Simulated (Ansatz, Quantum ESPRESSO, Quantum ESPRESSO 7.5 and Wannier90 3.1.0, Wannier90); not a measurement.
# Ballistic channels from Wannier functions: armchair graphene ribbon, 5 dimer lines

How many channels does the wire offer, and does a small Wannier basis get them right? The wire: armchair graphene ribbon, 5 dimer lines.

Main program and level: Quantum ESPRESSO 7.5 and Wannier90 3.1.0; plane-wave DFT, PBE, GBRV ultrasoft pseudopotentials (cross-check by Ansatz 0.2.0 with PAW datasets).

## 1. The starting structure

The cell holds 14 atoms: 10 C and 4 H. Its edges and angles: a = 14.807 Å, b = 9.000 Å, c = 4.260 Å, α = 90.0°, β = 90.0°, γ = 90.0°. It derives from C. Vacuum lies along a and b. The structure's axis is c.

## 2. Ground state

scf.in

```
&control
  prefix = 'scf'
  outdir = './out'
  pseudo_dir = './pseudo'
  calculation = 'scf'
  tprnfor = .true.
/
&system
  ibrav = 0
  nat = 14
  ntyp = 2
  ecutwfc = 34
  ecutrho = 170
  occupations = 'smearing'
  smearing = 'mv'
  degauss = 0.005
/
&electrons
  conv_thr = 1e-07
  mixing_beta = 0.4
  electron_maxstep = 120
  mixing_mode = 'local-TF'
/
ATOMIC_SPECIES
  C   12.0110  c_pbe_v1.2.uspp.F.UPF
  H   1.0080  h_pbe_v1.4.uspp.F.UPF
CELL_PARAMETERS angstrom
  14.80695967374569 0.00000000000000 0.00000000000000
  0.00000000000000 9.00000000000000 0.00000000000000
  0.00000000000000 0.00000000000000 4.26000000000000
ATOMIC_POSITIONS crystal
  C   -0.083052571000 0.000000000000 0.000000000000
  C   0.083052571000 0.000000000000 0.000000000000
  H   -0.229856764000 0.000000000000 0.038732394400
  H   0.229856764000 0.000000000000 0.038732394400
  C   -0.166105143000 0.000000000000 0.166666666700
  C   0.000000000000 0.000000000000 0.166666666700
  C   0.166105143000 0.000000000000 0.166666666700
  C   -0.166105143000 0.000000000000 0.500000000000
  C   0.000000000000 0.000000000000 0.500000000000
  C   0.166105143000 0.000000000000 0.500000000000
  H   -0.229856764000 0.000000000000 0.627934272300
  H   0.229856764000 0.000000000000 0.627934272300
  C   -0.083052571000 0.000000000000 0.666666666700
  C   0.083052571000 0.000000000000 0.666666666700
K_POINTS automatic
  1 1 16 0 0 0
```

Started as:

```sh
OMP_NUM_THREADS=1 mpirun -n 2 pw.x -nk 1 -in scf.in > scf.out
```

Log:

```text
Program PWSCF v.7.5 starts
[citation notice left out]

     Parallel version (MPI & OpenMP), running on       2 processor cores
     Number of MPI processes:                 2
     Threads/MPI process:                     1

     MPI processes distributed on     1 nodes
[...]
Current dimensions of program PWSCF are:
     Max number of different atomic species (ntypx) = 10
     Max number of k-points (npk) =  40000
     Max angular momentum in pseudopotentials (lmaxx) =  4
     Message from routine setup:
     using ibrav=0 with symmetry is DISCOURAGED, use correct ibrav instead

     R & G space division:  proc/nbgrp/npool/nimage =       2
     Subspace diagonalization in iterative solution of the eigenvalue problem:
     a serial algorithm will be used

     Parallelization info
     --------------------
     sticks:   dense  smooth     PW     G-vecs:    dense   smooth      PW
     Min        3217    2570    729                71711    51274    7772
     Max        3218    2571    730                71712    51275    7773
     Sum        6435    5141   1459               143423   102549   15545

     Using Slab Decomposition

     bravais-lattice index     =            0
     lattice parameter (alat)  =      27.9811  a.u.
     unit-cell volume          =    3831.0216 (a.u.)^3
     number of atoms/cell      =           14
     number of atomic types    =            2
     number of electrons       =        44.00
     number of Kohn-Sham states=           26
     kinetic-energy cutoff     =      34.0000  Ry
     charge density cutoff     =     170.0000  Ry
     scf convergence threshold =      1.0E-07
     mixing beta               =       0.4000
     number of iterations used =            8  local-TF  mixing
     Exchange-correlation=  SLA  PW   PBX  PBC
                           (   1   4   3   4   0   0   0)

     celldm(1)=  27.981099  celldm(2)=   0.000000  celldm(3)=   0.000000
     celldm(4)=   0.000000  celldm(5)=   0.000000  celldm(6)=   0.000000

     crystal axes: (cart. coord. in units of alat)
               a(1) = (   1.000000   0.000000   0.000000 )
               a(2) = (   0.000000   0.607822   0.000000 )
               a(3) = (   0.000000   0.000000   0.287703 )

     reciprocal axes: (cart. coord. in units 2 pi/alat)
               b(1) = (  1.000000  0.000000  0.000000 )
               b(2) = (  0.000000  1.645218  0.000000 )
               b(3) = (  0.000000  0.000000  3.475812 )

     PseudoPot. # 1 for C  read from file:
     ./pseudo/c_pbe_v1.2.uspp.F.UPF
     Pseudo is Ultrasoft + core correction, Zval =  4.0
     Generated by new atomic code, or converted to UPF format
     Using radial grid of  721 points,  4 beta functions with:
                l(1) =   0
                l(2) =   0
                l(3) =   1
                l(4) =   1
     Q(r) pseudized with  8 coefficients,  rinner =    1.100   1.100   1.100

     PseudoPot. # 2 for H  read from file:
     ./pseudo/h_pbe_v1.4.uspp.F.UPF
     Pseudo is Ultrasoft, Zval =  1.0
     Generated by new atomic code, or converted to UPF format
     Using radial grid of  615 points,  2 beta functions with:
                l(1) =   0
                l(2) =   0
     Q(r) pseudized with  8 coefficients,  rinner =    0.700

     atomic species   valence    mass     pseudopotential
     C                 4.00    12.01100     C ( 1.00)
     H                 1.00     1.00800     H ( 1.00)

      8 Sym. Ops., with inversion, found ( 4 have fractional translation)

   Cartesian axes

     site n.     atom                  positions (alat units)
         1        C      tau(   1) = (  -0.0830526   0.0000000   0.0000000  )
         2        C      tau(   2) = (   0.0830526   0.0000000   0.0000000  )
         3        H      tau(   3) = (  -0.2298568   0.0000000   0.0111434  )
         4        H      tau(   4) = (   0.2298568   0.0000000   0.0111434  )
         5        C      tau(   5) = (  -0.1661051   0.0000000   0.0479504  )
         6        C      tau(   6) = (   0.0000000   0.0000000   0.0479504  )
         7        C      tau(   7) = (   0.1661051   0.0000000   0.0479504  )
         8        C      tau(   8) = (  -0.1661051   0.0000000   0.1438513  )
         9        C      tau(   9) = (   0.0000000   0.0000000   0.1438513  )
        10        C      tau(  10) = (   0.1661051   0.0000000   0.1438513  )
        11        H      tau(  11) = (  -0.2298568   0.0000000   0.1806583  )
        12        H      tau(  12) = (   0.2298568   0.0000000   0.1806583  )
        13        C      tau(  13) = (  -0.0830526   0.0000000   0.1918017  )
        14        C      tau(  14) = (   0.0830526   0.0000000   0.1918017  )

     number of k points=     9  Marzari-Vanderbilt smearing, width (Ry)=  0.0050
                       cart. coord. in units 2pi/alat
        k(    1) = (   0.0000000   0.0000000   0.0000000), wk =   0.1250000
        k(    2) = (   0.0000000   0.0000000   0.2172383), wk =   0.2500000
        k(    3) = (   0.0000000   0.0000000   0.4344765), wk =   0.2500000
        k(    4) = (   0.0000000   0.0000000   0.6517148), wk =   0.2500000
        k(    5) = (   0.0000000   0.0000000   0.8689530), wk =   0.2500000
        k(    6) = (   0.0000000   0.0000000   1.0861913), wk =   0.2500000
        k(    7) = (   0.0000000   0.0000000   1.3034295), wk =   0.2500000
        k(    8) = (   0.0000000   0.0000000   1.5206678), wk =   0.2500000
        k(    9) = (   0.0000000   0.0000000  -1.7379061), wk =   0.1250000

     Dense  grid:   143423 G-vectors     FFT dimensions: ( 120,  72,  36)

     Smooth grid:   102549 G-vectors     FFT dimensions: ( 108,  64,  30)

     Estimated max dynamical RAM per process >     155.43 MB

     Estimated total dynamical RAM >     310.85 MB

     Initial potential from superposition of free atoms

     starting charge      43.9996, renormalised to      44.0000

     negative rho (up, down):  5.008E-05 0.000E+00
     Starting wfcs are   44 randomized atomic wfcs

     total cpu time spent up to now is        3.7 secs

     per-process dynamical memory:    77.5 Mb

     Self-consistent Calculation

     iteration #  1     ecut=    34.00 Ry     beta= 0.40
     Davidson diagonalization with overlap
     ethr =  1.00E-02,  avg # of iterations =  2.0

     negative rho (up, down):  6.294E-08 0.000E+00

     total cpu time spent up to now is       11.4 secs

     total energy              =    -119.87179324 Ry
     estimated scf accuracy    <       1.40682240 Ry

     iteration #  2     ecut=    34.00 Ry     beta= 0.40
[...]
Minimization algorithm failed to find Fermi energy: reverting to bisection
     Possible cause: smearing is larger than the electronic band-gap.

[...]
total energy              =    -119.43378181 Ry
     estimated scf accuracy    <       0.84683400 Ry

     iteration #  3     ecut=    34.00 Ry     beta= 0.40
[...]
total energy              =    -119.56559345 Ry
     estimated scf accuracy    <       0.10907466 Ry

     iteration #  4     ecut=    34.00 Ry     beta= 0.40
[...]
total energy              =    -119.51982487 Ry
     estimated scf accuracy    <       0.12935786 Ry

     iteration #  5     ecut=    34.00 Ry     beta= 0.40
[...]
total energy              =    -119.52971789 Ry
     estimated scf accuracy    <       0.02661145 Ry

     iteration #  6     ecut=    34.00 Ry     beta= 0.40
[...]
negative rho (up, down):  1.649E-02 0.000E+00

[...]
total energy              =    -119.52114555 Ry
     estimated scf accuracy    <       0.01975669 Ry

     iteration #  7     ecut=    34.00 Ry     beta= 0.40
[...]
negative rho (up, down):  8.365E-03 0.000E+00

[...]
total energy              =    -119.52418335 Ry
     estimated scf accuracy    <       0.00409915 Ry

     iteration #  8     ecut=    34.00 Ry     beta= 0.40
[...]
negative rho (up, down):  2.351E-02 0.000E+00

[...]
total energy              =    -119.52506438 Ry
     estimated scf accuracy    <       0.00136222 Ry

     iteration #  9     ecut=    34.00 Ry     beta= 0.40
[...]
negative rho (up, down):  9.438E-03 0.000E+00

[...]
total energy              =    -119.52485653 Ry
     estimated scf accuracy    <       0.00059724 Ry

     iteration # 10     ecut=    34.00 Ry     beta= 0.40
[...]
negative rho (up, down):  5.490E-03 0.000E+00

[...]
total energy              =    -119.52482919 Ry
     estimated scf accuracy    <       0.00006284 Ry

     iteration # 11     ecut=    34.00 Ry     beta= 0.40
[...]
negative rho (up, down):  1.075E-03 0.000E+00

[...]
total energy              =    -119.52477185 Ry
     estimated scf accuracy    <       0.00001613 Ry

     iteration # 12     ecut=    34.00 Ry     beta= 0.40
[...]
negative rho (up, down):  9.929E-04 0.000E+00

[...]
total energy              =    -119.52477583 Ry
     estimated scf accuracy    <       0.00000335 Ry

     iteration # 13     ecut=    34.00 Ry     beta= 0.40
[...]
negative rho (up, down):  9.922E-04 0.000E+00

[...]
total energy              =    -119.52477553 Ry
     estimated scf accuracy    <       0.00000280 Ry

     iteration # 14     ecut=    34.00 Ry     beta= 0.40
[...]
negative rho (up, down):  8.857E-04 0.000E+00

[...]
total energy              =    -119.52477608 Ry
     estimated scf accuracy    <       0.00000036 Ry

     iteration # 15     ecut=    34.00 Ry     beta= 0.40
[...]
negative rho (up, down):  8.790E-04 0.000E+00

[...]
total energy              =    -119.52477603 Ry
     estimated scf accuracy    <       0.00000018 Ry

     iteration # 16     ecut=    34.00 Ry     beta= 0.40
[...]
negative rho (up, down):  8.299E-04 0.000E+00

[...]
End of self-consistent calculation

          k = 0.0000 0.0000 0.0000 ( 12887 PWs)   bands (ev):

   -20.9672 -19.3814 -17.1306 -15.7575 -14.8603 -14.8240 -14.3268 -12.2364
   -12.1255 -11.2160 -10.1307  -9.7210  -9.1996  -9.0230  -7.8549  -7.2998
    -7.2496  -5.8517  -5.5541  -4.8296  -3.7040  -2.2158  -1.8684  -0.6133
     0.7788   0.9004

          k = 0.0000 0.0000 0.2172 ( 12881 PWs)   bands (ev):

   -20.9442 -19.3590 -17.1121 -16.0868 -15.0414 -14.4676 -14.2446 -12.4121
   -11.9825 -11.1185 -10.0175  -9.8571  -9.1495  -8.9956  -7.7788  -7.3329
    -7.2745  -5.8717  -5.6081  -4.8165  -3.8689  -2.5518  -1.5484  -0.4270
     0.8095   0.8453

          k = 0.0000 0.0000 0.4345 ( 12863 PWs)   bands (ev):

   -20.8752 -19.2918 -17.0611 -16.6307 -15.4213 -14.1084 -13.8414 -12.7888
   -11.6098 -10.9382 -10.1668  -9.7167  -9.0464  -8.9136  -7.6045  -7.5580
    -7.1988  -5.9538  -5.7631  -4.7786  -4.2751  -3.0263  -1.1182   0.0419
     0.6933   0.9019

          k = 0.0000 0.0000 0.6517 ( 12853 PWs)   bands (ev):

   -20.7604 -19.1801 -17.2209 -16.9357 -15.8664 -13.9608 -13.2749 -13.1071
   -11.1194 -10.7380 -10.5303  -9.3193  -8.9122  -8.7773  -7.8753  -7.4270
    -7.0732  -6.1369  -6.0006  -4.7953  -4.7135  -3.5140  -0.6932   0.4725
     0.6595   1.0564

          k = 0.0000 0.0000 0.8690 ( 12841 PWs)   bands (ev):

   -20.5999 -19.0245 -17.7424 -16.8229 -16.3257 -13.7923 -13.6650 -12.4564
   -11.0209 -10.5013 -10.4580  -8.9143  -8.7427  -8.5873  -8.2339  -7.3172
    -6.8985  -6.4416  -6.2970  -5.3364  -4.6440  -3.9991  -0.2749   0.2291
     1.2729   1.3337

          k = 0.0000 0.0000 1.0862 ( 12843 PWs)   bands (ev):

   -20.3941 -18.8257 -18.2414 -16.7747 -16.6755 -14.0623 -13.5984 -11.7868
   -11.3967 -10.2073  -9.8839  -8.7320  -8.5360  -8.4289  -8.3442  -7.3172
    -6.8597  -6.6760  -6.6284  -5.8757  -4.5654  -4.4716  -0.0082   0.1422
     1.5502   2.0261

[...]
the Fermi energy is    -1.9982 ev

     WARNING: integrated charge=    44.00014062, expected=    44.00000000

!    total energy              =    -119.52477623 Ry
     estimated scf accuracy    <       0.00000007 Ry
     smearing contrib. (-TS)   =       0.00000054 Ry
     internal energy E=F+TS    =    -119.52477677 Ry

     The total energy is F=E-TS. E is the sum of the following terms:
     one-electron contribution =    -579.16804748 Ry
     hartree contribution      =     296.82713692 Ry
     xc contribution           =     -39.03881844 Ry
     ewald contribution        =     201.85495223 Ry

     convergence has been achieved in  16 iterations

     negative rho (up, down):  8.299E-04 0.000E+00

     Forces acting on atoms (cartesian axes, Ry/au):

     atom    1 type  1   force =    -0.01900732   -0.00000000    0.00886435
     atom    2 type  1   force =     0.01900732   -0.00000000    0.00886435
     atom    3 type  2   force =    -0.00148395    0.00000000    0.00886037
     atom    4 type  2   force =     0.00148395    0.00000000    0.00886037
     atom    5 type  1   force =     0.01447056    0.00000000    0.08736147
     atom    6 type  1   force =     0.00000000    0.00000000    0.00191786
     atom    7 type  1   force =    -0.01447056   -0.00000000    0.08736147
     atom    8 type  1   force =     0.01447056    0.00000000   -0.08736147
     atom    9 type  1   force =     0.00000000    0.00000000   -0.00191786
     atom   10 type  1   force =    -0.01447056    0.00000000   -0.08736147
     atom   11 type  2   force =    -0.00148395   -0.00000000   -0.00886037
     atom   12 type  2   force =     0.00148395    0.00000000   -0.00886037
     atom   13 type  1   force =    -0.01900732    0.00000000   -0.00886435
     atom   14 type  1   force =     0.01900732   -0.00000000   -0.00886435

     Total force =     0.182908     Total SCF correction =     0.000318

[...]
=------------------------------------------------------------------------------=
   JOB DONE.
=------------------------------------------------------------------------------=
```

Run time: 1.8 min. Hardware: 2 MPI ranks of Arm Neoverse N1, shared host; peak memory 0.29 GiB; 3.2 min of CPU time.

Read from the output:

```
free energy  : -1626.2174 eV
Fermi energy : -1.998 eV
```

The program's own clock; routines nest. Time by routine:

| routine | wall time (s) | calls |
| --- | --- | --- |
| PWSCF | 108.7 | 1 |
| electrons | 103.8 | 1 |
| c_bands | 74.59 | 16 |
| cegterg | 72.73 | 144 |
| h_psi | 58.31 | 682 |
| fftw | 51.86 | 23240 |
| vloc_psi | 48.25 | 682 |
| sum_band | 14.07 | 16 |
| mix_rho | 11.16 | 16 |
| calbec | 7.07 | 862 |
| ffts | 5.41 | 1556 |
| h_psi:calbec | 4.92 | 682 |
| add_vuspsi | 4.9 | 682 |
| s_psi | 4.65 | 682 |

The run needed 16 iterations to bring the estimated error under 1e-07 Ry; the largest force on any atom, held or free, is 2.28 eV/Å.

## 3. Full uniform mesh without symmetry

Wannier90 needs the states on a whole uniform mesh, listed point by point, without symmetry.

nscf.in is the input of step 2 with these lines changed:

```diff
@@ -1,7 +1,6 @@
 &control
-  prefix = 'scf'
+  prefix = 'nscf'
   outdir = './out'
   pseudo_dir = './pseudo'
-  calculation = 'scf'
-  tprnfor = .true.
+  calculation = 'nscf'
 /
@@ -16,5 +15,8 @@
   degauss = 0.005
+  nosym = .true.
+  noinv = .true.
+  nbnd = 38
 /
 &electrons
-  conv_thr = 1e-07
+  conv_thr = 1e-09
   mixing_beta = 0.4
@@ -22,2 +24,3 @@
   mixing_mode = 'local-TF'
+  diago_full_acc = .true.
 /
@@ -45,3 +48,11 @@
   C   0.083052571000 0.000000000000 0.666666666700
-K_POINTS automatic
-  1 1 16 0 0 0
+K_POINTS crystal
+8
+  0.0000000000 0.0000000000 0.0000000000 0.125
+  0.0000000000 0.0000000000 0.1250000000 0.125
+  0.0000000000 0.0000000000 0.2500000000 0.125
+  0.0000000000 0.0000000000 0.3750000000 0.125
+  0.0000000000 0.0000000000 0.5000000000 0.125
+  0.0000000000 0.0000000000 0.6250000000 0.125
+  0.0000000000 0.0000000000 0.7500000000 0.125
+  0.0000000000 0.0000000000 0.8750000000 0.125
```

Started as:

```sh
cp -r out/scf.save out/nscf.save
cp out/scf.xml out/nscf.xml
OMP_NUM_THREADS=1 mpirun -n 2 pw.x -nk 1 -in nscf.in > nscf.out
```

Log:

```text
[banner, memory and clock lines left out]
Program PWSCF v.7.5 starts
[citation notice left out]

[...]
bravais-lattice index     =            0
     lattice parameter (alat)  =      27.9811  a.u.
     unit-cell volume          =    3831.0216 (a.u.)^3
     number of atoms/cell      =           14
     number of atomic types    =            2
     number of electrons       =        44.00
     number of Kohn-Sham states=           38
     kinetic-energy cutoff     =      34.0000  Ry
     charge density cutoff     =     170.0000  Ry
     Exchange-correlation=  SLA  PW   PBX  PBC
                           (   1   4   3   4   0   0   0)

[...]
PseudoPot. # 1 for C  read from file:
     ./pseudo/c_pbe_v1.2.uspp.F.UPF
     Pseudo is Ultrasoft + core correction, Zval =  4.0
     Generated by new atomic code, or converted to UPF format
     Using radial grid of  721 points,  4 beta functions with:
                l(1) =   0
                l(2) =   0
                l(3) =   1
                l(4) =   1
     Q(r) pseudized with  8 coefficients,  rinner =    1.100   1.100   1.100

     PseudoPot. # 2 for H  read from file:
     ./pseudo/h_pbe_v1.4.uspp.F.UPF
     Pseudo is Ultrasoft, Zval =  1.0
     Generated by new atomic code, or converted to UPF format
     Using radial grid of  615 points,  2 beta functions with:
                l(1) =   0
                l(2) =   0
     Q(r) pseudized with  8 coefficients,  rinner =    0.700

     atomic species   valence    mass     pseudopotential
     C                 4.00    12.01100     C ( 1.00)
     H                 1.00     1.00800     H ( 1.00)

     No symmetry found

[...]
number of k points=     8  Marzari-Vanderbilt smearing, width (Ry)=  0.0050
[...]
Dense  grid:   143423 G-vectors     FFT dimensions: ( 120,  72,  36)

     Smooth grid:   102549 G-vectors     FFT dimensions: ( 108,  64,  30)

     The potential is recalculated from file :
     ./out/nscf.save/charge-density

     negative rho (up, down):  8.299E-04 0.000E+00
     Starting wfcs are   44 randomized atomic wfcs

     Band Structure Calculation
     Davidson diagonalization with overlap

     ethr =  2.27E-12,  avg # of iterations = 68.2

     End of band structure calculation

          k = 0.0000 0.0000 0.0000 ( 12887 PWs)   bands (ev):

   -20.9676 -19.3818 -17.1315 -15.7579 -14.8607 -14.8244 -14.3272 -12.2371
   -12.1259 -11.2166 -10.1318  -9.7218  -9.2001  -9.0233  -7.8555  -7.3001
    -7.2504  -5.8522  -5.5547  -4.8305  -3.7043  -2.2162  -1.8688  -0.6137
     0.7749   0.8994   1.3286   1.4486   2.5591   2.6259   2.6381   3.0573
     3.5314   3.6043   4.1186   4.3204   4.5483   4.8822

          k = 0.0000 0.0000 0.4345 ( 12863 PWs)   bands (ev):

   -20.8756 -19.2922 -17.0620 -16.6311 -15.4217 -14.1090 -13.8418 -12.7895
   -11.6102 -10.9388 -10.1675  -9.7176  -9.0470  -8.9140  -7.6051  -7.5588
    -7.1991  -5.9543  -5.7637  -4.7796  -4.2754  -3.0266  -1.1186   0.0415
     0.6923   0.8981   1.4546   1.5745   2.6859   2.7581   2.7762   3.1937
     3.6547   3.7294   4.0413   4.2545   4.6569   5.0005

[...]
the Fermi energy is    -1.9985 ev
     (compare with:    -1.9982 eV, computed in scf)

[...]
```

Run time: 83 s. Hardware: 2 MPI ranks; peak memory 0.19 GiB; 2.4 min of CPU time.

The program's own clock; routines nest. Time by routine:

| routine | wall time (s) | calls |
| --- | --- | --- |
| PWSCF | 82.26 | 1 |
| electrons | 81.55 | 1 |
| c_bands | 81.55 | 1 |
| cegterg | 78.85 | 33 |
| h_psi | 54.88 | 587 |
| vloc_psi | 45.6 | 587 |
| fftw | 41.41 | 18560 |
| h_psi:calbec | 4.63 | 587 |
| calbec | 4.62 | 587 |
| add_vuspsi | 4.32 | 587 |
| s_psi | 4.26 | 587 |
| cdiaghg | 1.43 | 554 |
| init_run | 0.53 | 1 |
| g_psi | 0.46 | 546 |

[end of part 1 of 5]

[Logs are printed without paths, hosts, clocks, repeated set-up lines and the standing remarks that a program may print on its own settings, such as how far it seeks lower states.]

[Hosts, paths, dates, database ids (printed as entryN), source tags and the programs' standing remarks are cut or masked in the printed files.]

[Maps of the electrostatic potential energy from Ansatz leave out the sawtooth potential of an applied field or a dipole correction, so their vacuum need not be flat; planar profiles and work functions include it.]
